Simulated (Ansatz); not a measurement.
# YMg2TaO6: complex band structure, part 3 of 3

Wanted: the relaxed cell of YMg2TaO6, its band edges and its decay constants. It is built by putting Mg for Sr in the Sr2YTaO6 structure of space group I4/m, with the volume rescaled by atomic radii. The parent structure comes from the Materials Project.

Ansatz 0.2.0; PBE DFT, plane waves, PAW files (the session's first sound run).

So far, gap on path (eV): step 3 (the bulk crystal and its band edges, PBE) 1.92; step 5 (PBE JTH, cutoff 1380 eV) 1.92.

The structure was built from a prototype and need not be the compound's stable phase.

## Step 6: Complex bands at another level

This step: PBE DFT, plane waves, JTH PAW files; complex bands by layer matching along the plane's normal (Ansatz 0.2.0).

The complex bands at that level, over its own gap, at (0, 0) and (-0.5, -0.5).

input.yaml

```yaml
crystal:
  lattice:
    - [5.68587258, 0.0, 0.0]
    - [0.034875275, 5.685765623, 0.0]
    - [2.825498653, -2.842882811, 4.008169821]
  atoms:
    - { symbol: Mg, position: [0.25, 0.25, 0.5] }
    - { symbol: Mg, position: [0.75, 0.75, 0.5] }
    - { symbol: "Y", position: [0.0, 0.0, 0.0] }
    - { symbol: Ta, position: [0.5, 0.5, 0.0] }
    - { symbol: O, position: [0.7391147321, 0.7391147321, 0.0] }
    - { symbol: O, position: [0.2608852679, 0.2608852679, 0.0] }
    - { symbol: O, position: [0.3583345542, 0.6416654458, 0.8151187378] }
    - { symbol: O, position: [0.6416654458, 0.3583345542, 0.1848812622] }
    - { symbol: O, position: [0.8265467081, 0.1734532919, 0.5317878461] }
    - { symbol: O, position: [0.1734532919, 0.8265467081, 0.4682121539] }
kpoints:
  mp_grid: { grid: [6, 6, 6] }
scf:
  occupations: { method: fixed }
hamiltonian:
  xc: pbe
  pseudopotentials: { kind: paw, source: jth }
output:
  eigenvalues: true
  transmission:
    leads: [[0, 0]]
    kpoints: [[0.0, 0.0], [-0.5, -0.5]]
    e_range: [-1.0, 2.92]
    de: 0.1
```

Run with:

```console
> ansatz run input.yaml --threads 2 --pin off --max-ram 4096MiB --backend cpu --events-out ev --progress --plain --runs-dir out
```

Numbers of over 12 decimals in the logs are rounded to 6 here.

Output:

```text
Warning: <dir> the checks of this Mg dataset prove no rule for summing its radial tables, as where they were carried onto another mesh than they were made on, and Gregory's rule is taken, under which a leading mesh point left out moves its sums only by what lay on the interval it spanned. That does not make them correct, and they differ from Quantum ESPRESSO's on this file; a re-export a fraction of a mesh step off can move them. hamiltonian.pseudopotentials.radial_quadrature: simpson_from_first_knot sums it by `pw.x`'s rule; on a PAW file no value gives `pw.x`'s numbers. What more to know: hamiltonian.pseudopotentials.radial_quadrature, in the input reference
Warning: <dir> the checks of this Y dataset prove no rule for summing its radial tables, as where they were carried onto another mesh than they were made on, and Gregory's rule is taken, under which a leading mesh point left out moves its sums only by what lay on the interval it spanned. That does not make them correct, and they differ from Quantum ESPRESSO's on this file; a re-export a fraction of a mesh step off can move them. hamiltonian.pseudopotentials.radial_quadrature: simpson_from_first_knot sums it by `pw.x`'s rule; on a PAW file no value gives `pw.x`'s numbers. What more to know: hamiltonian.pseudopotentials.radial_quadrature, in the input reference
Warning: <dir> the checks of this Ta dataset prove no rule for summing its radial tables, as where they were carried onto another mesh than they were made on, and Gregory's rule is taken, under which a leading mesh point left out moves its sums only by what lay on the interval it spanned. That does not make them correct, and they differ from Quantum ESPRESSO's on this file; a re-export a fraction of a mesh step off can move them. hamiltonian.pseudopotentials.radial_quadrature: simpson_from_first_knot sums it by `pw.x`'s rule; on a PAW file no value gives `pw.x`'s numbers. What more to know: hamiltonian.pseudopotentials.radial_quadrature, in the input reference
Warning: <dir> the checks of this O dataset prove no rule for summing its radial tables, as where they were carried onto another mesh than they were made on, and Gregory's rule is taken, under which a leading mesh point left out moves its sums only by what lay on the interval it spanned. That does not make them correct, and they differ from Quantum ESPRESSO's on this file; a re-export a fraction of a mesh step off can move them. hamiltonian.pseudopotentials.radial_quadrature: simpson_from_first_knot sums it by `pw.x`'s rule; on a PAW file no value gives `pw.x`'s numbers. What more to know: hamiltonian.pseudopotentials.radial_quadrature, in the input reference
Warning: basis.ecutrho_ratio 4 (ecutrho = 5520 eV, dense FFT grid 72×72×72): the grid does not resolve the core-correction charge of Ta (measure 0.12 e/Å^2.5), Y (0.12); warned from 0.08. The energy and each atom's force then go with where the atoms sit on the grid: [figures from the program's tests cut] If this deck is also warned that a cutoff or its ratio is below what is recommended, mend that before anything bel [...]
Engine: ansatz 0.2.0, x86_64-unknown-linux-gnu
Pseudopotentials: kind: paw
Pseudopotential: Mg, paw, valence charge 10, recommended cutoff 900 eV (normal), Mg.paw.azcp
Pseudopotential: Y, paw, valence charge 11, recommended cutoff 900 eV (normal), Y.paw.azcp
Pseudopotential: Ta, paw, valence charge 13, recommended cutoff 1290 eV (normal), Ta.paw.azcp
Pseudopotential: O, paw, valence charge 6, recommended cutoff 1380 eV (normal), O.paw.azcp
Functional definition: PBE
  parameter kappa = 0.804
  parameter beta = 0.066725
  exchange = pbe_x(kappa = kappa, mu = beta*pi^2/3)
  correlation = pbe_c(beta = beta)
Error: memory limit exceeded: the `transmission` phase of `transmission` needs 6.15 GiB against the run's memory maximum of 4.00 GiB; largest carriers: transmission 5.73 GiB, unmodelled-tail allowance 0.30 GiB, source scf tables 0.11 GiB, source scf state 0.00 GiB; the layers of output.transmission grow with the square of the cell's cross-section: a lower cutoff or a narrower output.transmission.e_range takes less, and so, most of all in a narrow cell, does a wider de; where no e_range is typed, a fill by count is planned with a gap of 40 thermal energies
with nothing else changed it takes a maximum of at least 6.15 GiB, with nothing to spare, and 6.77 GiB leaves up to a tenth: --max-ram 6.77GiB where that set the maximum, else more of the term that did, and with no share typed, where 6.77 GiB is over 0.88 of the host's memory or its container's limit, a share of 0.88 or more that holds the maximum too (--max-ram-frac F), where one does; The budget is ten elevenths of [...]
`transmission` follows the SCF: where the deck gives it k-points, a mesh or a band count of its own, those are what to reduce (not on a resume, whose deck is fixed)
```

Elapsed: 0.25 s, on 2 threads of AMD EPYC 9R45, shared host; peak memory 0.28 GiB.

The program refused the input before any cycle.

The program's message: “Error: memory limit exceeded: the `transmission` phase of `transmission` needs 6.15 GiB against the run's memory maximum of 4.00 GiB; largest carriers: transmission 5.73 GiB, unmodelled-tail allowance …”

## Step 7: A check of the settings

This step: PBE DFT, plane waves, PAW files; complex bands by layer matching along the plane's normal; changed: output.transmission.e_range = [1, -1], scf.max_iter = 60 (Ansatz 0.2.0).

This run repeats an earlier one, its twin (the complex run, plane (110)), with two settings changed (output.transmission.e_range, scf.max_iter; files written aside). The setting was drawn as a possible misstep, on purpose. Where the input is shown as a difference, that is against the step before, not the twin.

Edit input.yaml of step 6 so:

```diff
@@ -20,5 +20,5 @@
   occupations: { method: fixed }
+  max_iter: 60
 hamiltonian:
   xc: pbe
-  pseudopotentials: { kind: paw, source: jth }
 output:
@@ -28,3 +28,3 @@
     kpoints: [[0.0, 0.0], [-0.5, -0.5]]
-    e_range: [-1.0, 2.92]
+    e_range: [1, -1]
     de: 0.1
```

Output:

```text
Error: invalid value for `output.transmission.e_range`: [1, -1] eV must be finite with min < max
```

It took 0.05 s on 2 threads; peak memory 0.1 GiB.

The input was rejected at the start.

The program's message: “Error: invalid value for `output.transmission.e_range`: [1, -1] eV must be finite with min < max”

The change that led to it: output.transmission.e_range = [1, -1].

## Step 8: Outcome

- band gap: 1.92 eV
- least decay constant at mid-gap, normal to (110): 0.202 Å⁻¹

What this shows: With PBE, the slowest decay at the wavevectors tried is κ = 0.202 Å⁻¹, normal to (110). Through such a film the transmission near mid-gap falls as exp(−2κd), a factor of ten every 5.7 Å. A free electron under a barrier of half the gap would need a mass of 0.16 mₑ to decay at this rate. The compound is made up by substitution; its stability against other phases and against distortions of the cell's symmetry was not tested. A semilocal functional narrows gaps, so real decay constants are likely larger.

[Logs are printed without paths, hosts, clocks, repeated set-up lines and the standing remarks that a program may print on its own settings, such as how far it seeks lower states.]

[Hosts, paths, dates, database ids (printed as entryN), source tags and the programs' standing remarks are cut or masked in the printed files.]
